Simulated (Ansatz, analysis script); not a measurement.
# Energy of spin spirals in CrBr2

Does a spiral lie below the collinear start of CrBr2, and how stiff are the moments?

Program: Ansatz 0.2.0. Level of theory: PBEsol with U = 3.5 eV on Cr d (ortho-atomic projectors), PAW set soft_1 (files made for PBE). Results are calculated unless marked as measured.

This is a report of a sequence of runs, with most program output left out.

## 1. Starting point

It takes space group C2/m (No. 12, monoclinic). Conventional cell: a = 7.489 Å, b = 3.662 Å, c = 6.507 Å, α = 90.00°, β = 96.41°, γ = 90.00°. Nearest to Cr lie 6 Br at 2.55 to 3.20 Å. Br has 3 Cr at 2.55 to 3.20 Å nearest. Farther neighbours and most contacts between anions are not listed.

The cell comes from the Materials Project, a database of computed structures, and the real compound, where it exists, may take another one.

## 2. Two spin channels first

First a free collinear run, to see which state the typed moments lead to.

Input file input.yaml:

```yaml
crystal:
  lattice:
    - [3.744669, -1.831055, 0.0]
    - [3.744669, 1.831055, 0.0]
    - [-0.726847, 0.0, 6.465946]
  atoms:
    - { symbol: Cr, position: [0.0, 0.0, 0.0], spin: 3.0 }
    - { symbol: Br, position: [0.645774, 0.645774, 0.233228] }
    - { symbol: Br, position: [0.354226, 0.354226, 0.766772] }
magnetization:
  spin_polarized: true
kpoints:
  mp_grid: { grid: [8, 8, 4] }
hamiltonian:
  xc: pbesol
  hubbard:
    projectors: ortho-atomic
    sites: [{ species: Cr, l: d, u_eff: 3.5 }]
  pseudopotentials: { kind: paw, azcp: { folder: soft_1 }, xc_functional: pbe }
scf:
  occupations: { method: fermi_dirac, width: 0.05 }
  max_iter: 120
  convergence: { dr2_threshold: 1.0e-08 }
output:
  write_density: true
  write_potential: true
  elf: true
  volumetric_format: npy
```

Started as:

```console
ansatz run input.yaml --threads 1 --pin off --max-ram 2816MiB --backend cpu --events-out ev --progress --plain --runs-dir out
```

The job ended after 21 s (1 thread of Arm Neoverse V2, shared host; peak memory 0.5 GiB).

Spin moment in the atom's sphere by atom:

| atom | spin moment in the atom's sphere (μB) |
| --- | --- |
| Cr1 | 3.59 |
| Br2 | -0.06 |
| Br3 | -0.06 |

Tables count atoms from 1; parts of the log count from 0.

The run ends ferromagnetic, with a net moment of 4 μB a cell. With one Cr atom carrying the moment, parallel order of its images is forced by the cell, not found.

Spin density in the ac plane of the conventional cell at fractional y = 0.000, with atoms of Cr and Br within 0.2 Å of it.

Values in e/Å³, 10 rows by 16 columns, each cell a mean:
```
2.4 0.7 0.1 0.0 0.0 0.0 0.0 0.0 0.0 0.0 0.0 0.0 0.0 0.1 0.5 1.9
0.2 0.1 0.0 0.0 0.0 0.0 0.0 0.0 0.0 0.0 0.0 0.0 0.0 0.0 0.1 0.2
0.0 0.0 0.0 0.0 0.0 0.0 0.0 0.0 0.0 0.0 0.0 0.0 0.0 0.0 0.0 0.0
0.0 0.0 0.0 0.0 0.0 0.0 0.0 0.0 0.0 0.0 0.0 0.0 0.0 0.0 0.0 0.0
0.0 0.0 0.0 0.0 0.0 0.0 0.0 0.0 0.0 0.0 0.0 0.0 0.0 0.0 0.0 0.0
0.0 0.0 0.0 0.0 0.0 0.0 0.0 0.0 0.0 0.0 0.0 0.0 0.0 0.0 0.0 0.0
0.0 0.0 0.0 0.0 0.0 0.0 0.0 0.0 0.0 0.0 0.0 0.0 0.0 0.0 0.0 0.0
0.0 0.0 0.0 0.0 0.0 0.0 0.0 0.0 0.0 0.0 0.0 0.0 0.0 0.0 0.0 0.0
0.4 0.2 0.1 0.0 0.0 0.0 0.0 0.0 0.0 0.0 0.0 0.0 0.0 0.0 0.1 0.3
3.4 1.1 0.2 0.0 0.0 0.0 0.0 0.0 0.0 0.0 0.0 0.0 0.0 0.1 0.5 2.5
```
Columns run along a (7.5 Å), rows up along c (6.5 Å), edges of the conventional cell, whose origin can differ from the input's. Atoms in or near the plane, at fractional coordinates: Cr at (0.00, 0.00), Br at (0.65, 0.23), Br at (0.35, 0.77).

Valence density in the ac plane of the conventional cell at fractional y = 0.000, with atoms of Cr and Br within 0.2 Å of it. It is the smooth field of the valence electrons, not physical close to the nuclei.

Ten steps, logarithmic in the rise over the least value, from '0' (0 e/Å³) to '9' (19 e/Å³), each cell a mean:
```
973111122111100001268
642112333321000001146
211113444321000001122
100123312431000000111
000124313421000000000
000123444321000000000
000012333210000000000
000001111100000000000
000000000000000000000
000000000000011100000
000000000001222210000
000000000012344321000
000000000013433431000
011000000123302431000
111100000123433421111
432100000113344321123
863100000112222211147
984100011111111101269
```
Columns run along a (7.5 Å), rows up along c (6.5 Å), edges of the conventional cell, whose origin can differ from the input's. Atoms in or near the plane, at fractional coordinates: Cr at (0.00, 0.00), Br at (0.65, 0.23), Br at (0.35, 0.77).

ELF in the ac plane of the conventional cell at fractional y = 0.000, with atoms of Cr and Br within 0.2 Å of it. It is the smooth field of the valence electrons, not physical close to the nuclei.

Values, 10 rows by 16 columns, each cell a mean:
```
0.67 0.41 0.17 0.26 0.57 0.71 0.68 0.51 0.24 0.11 0.09 0.06 0.07 0.13 0.36 0.66
0.22 0.14 0.24 0.70 0.84 0.54 0.55 0.80 0.61 0.19 0.03 0.02 0.05 0.10 0.13 0.21
0.07 0.08 0.43 0.84 0.77 0.24 0.41 0.85 0.70 0.23 0.02 0.02 0.04 0.06 0.08 0.08
0.01 0.04 0.35 0.74 0.86 0.87 0.88 0.81 0.49 0.09 0.01 0.01 0.02 0.02 0.03 0.02
0.00 0.01 0.06 0.25 0.48 0.59 0.53 0.29 0.06 0.06 0.11 0.08 0.03 0.01 0.01 0.00
0.01 0.01 0.01 0.01 0.02 0.03 0.03 0.06 0.33 0.63 0.74 0.69 0.50 0.21 0.03 0.00
0.03 0.04 0.03 0.02 0.01 0.01 0.06 0.42 0.79 0.87 0.78 0.85 0.84 0.57 0.12 0.02
0.09 0.09 0.08 0.05 0.02 0.01 0.12 0.56 0.83 0.54 0.08 0.56 0.87 0.59 0.14 0.08
0.34 0.22 0.12 0.07 0.03 0.02 0.09 0.39 0.73 0.74 0.65 0.82 0.73 0.31 0.16 0.28
0.79 0.53 0.20 0.09 0.09 0.16 0.16 0.15 0.30 0.50 0.59 0.50 0.25 0.14 0.36 0.67
```
Columns run along a (7.5 Å), rows up along c (6.5 Å), edges of the conventional cell, whose origin can differ from the input's. Atoms in or near the plane, at fractional coordinates: Cr at (0.00, 0.00), Br at (0.65, 0.23), Br at (0.35, 0.77).

Each spiral starts from these moments, tilted 90° from the rotation axis z (a flat spiral), and is free to relax. Spin–orbit coupling is switched off, so the energy does not depend on how the axis lies in the crystal. The folder named start holds the saved collinear state, from which each run begins.

## 3. q = (0, 0, 0)

The reference is the same input at q = 0, so that basis and exchange-correlation form match those at other q. Every q is chosen so that q/2 is a mesh vector: every spiral then samples the k-points of q = 0, and much mesh noise cancels.

input.yaml, the sections that differ from step 2:

```yaml
crystal:
  lattice:
    - [3.744669, -1.831055, 0.0]
    - [3.744669, 1.831055, 0.0]
    - [-0.726847, 0.0, 6.465946]
  atoms:
    - { symbol: Cr, position: [0.0, 0.0, 0.0], spin: 3.59, spin_axis: [1.0, 0.0, 0.0] }
    - { symbol: Br, position: [0.645774, 0.645774, 0.233228] }
    - { symbol: Br, position: [0.354226, 0.354226, 0.766772] }
basis:
  ecutwfc: 420.0
magnetization:
  noncollinear: true
  spin_spiral: { q: [0.0, 0.0, 0.0] }
checkpoint:
  read: start
# kpoints, hamiltonian, scf: as in step 2
# output: removed
```

Run time: 2.3 min. Hardware: 1 thread; peak memory 1.9 GiB.

The largest moment is 3.59 μB, against 3.59 μB in the collinear run.

## 4. q = (-0.75, -0.25, 0)

Only q changes. The cell stays that of the crystal, since the generalised Bloch theorem carries the rotation from cell to cell.

Edit input.yaml of step 3 so:

```diff
@@ -25,3 +25,3 @@
   noncollinear: true
-  spin_spiral: { q: [0.0, 0.0, 0.0] }
+  spin_spiral: { q: [-0.75, -0.25, 0.0] }
 checkpoint:
```

The job ended after 3.6 min (1 thread; peak memory 2 GiB).

The energy of the cell lies 0.103 meV above that at q = 0, and the largest moment is 3.58 μB against 3.59 μB.

## 5. q = (-0.5, -0.5, 0)

Edit input.yaml of step 4 so:

```diff
@@ -25,3 +25,3 @@
   noncollinear: true
-  spin_spiral: { q: [-0.75, -0.25, 0.0] }
+  spin_spiral: { q: [-0.5, -0.5, 0.0] }
 checkpoint:
```

It took 3.7 min on 1 thread; peak memory 2 GiB.

The energy of the cell lies 4.00 meV below that at q = 0, and the largest moment is 3.59 μB against 3.59 μB.

## 6. q = (-0.25, -0.25, 0)

Edit input.yaml of step 5 so:

```diff
@@ -25,3 +25,3 @@
   noncollinear: true
-  spin_spiral: { q: [-0.5, -0.5, 0.0] }
+  spin_spiral: { q: [-0.25, -0.25, 0.0] }
 checkpoint:
```

Elapsed: 3.7 min, on 1 thread; peak memory 1.9 GiB.

The energy of the cell lies 1.76 meV below that at q = 0, and the largest moment is 3.59 μB against 3.59 μB.

## 7. q = (0, 0, 0.5)

Edit input.yaml of step 6 so:

```diff
@@ -25,3 +25,3 @@
   noncollinear: true
-  spin_spiral: { q: [-0.25, -0.25, 0.0] }
+  spin_spiral: { q: [0.0, 0.0, 0.5] }
 checkpoint:
```

Elapsed: 3.8 min, on 1 thread; peak memory 1.9 GiB.

The energy of the cell lies 0.029 meV above that at q = 0, and the largest moment is 3.59 μB against 3.59 μB.

2 more runs differ from these in the same keys alone and are tabled below.

## 8. E(q)

| q (reciprocal lattice) | path length (1/Å) | E(q) − E(0) (meV a magnetic atom) | \|m\| Cr no. 1 (μB) |
| --- | --- | --- | --- |
| (0, 0, 0) | 0.000 | 0.00 | 3.59 |
| (-0.25, 0.25, 0) | 0.858 | 0.10 | 3.58 |
| (-0.5, 0, 0) | 1.280 | -0.25 | 3.58 |
| (-0.75, -0.25, 0) | 1.702 | 0.10 | 3.58 |
| (-0.5, -0.5, 0) | 2.560 | -4.00 | 3.59 |
| (-0.25, -0.25, 0) | 2.982 | -1.76 | 3.59 |
| (0, 0, 0) | 3.404 | 0.00 | 3.59 |
| (0, 0, 0.5) | 3.890 | 0.03 | 3.59 |

## 9. Outcome

- lowest point of the path: q = (-0.5, -0.5, 0), -4.00 meV a magnetic atom from q = 0
- highest point: 0.103 meV a magnetic atom

What this shows: The state at q = (-0.5, -0.5, 0) lies 4.00 meV a magnetic atom below the ferromagnetic start, so that start is not the lowest state; a flat spiral with q made of halves, on one magnetic atom a cell, is a collinear order of a doubled cell. The moments change by at most 1 % from their size at q = 0, so they are well localised. No spin model is given, since the independent points are too few for the number of shells that the script fitted. The 7 spiral runs took 24 min of wall time, added up.

[Logs and program files are shortened in this print: banners, set-up blocks, solver, clock and traceback lines can be left out without a mark of their own.]

[Logs are printed without paths, hosts, clocks, repeated set-up lines and the standing remarks that a program may print on its own settings, such as how far it seeks lower states.]

[Hosts, paths, dates, database ids (printed as entryN), source tags and the programs' standing remarks are cut or masked in the printed files.]
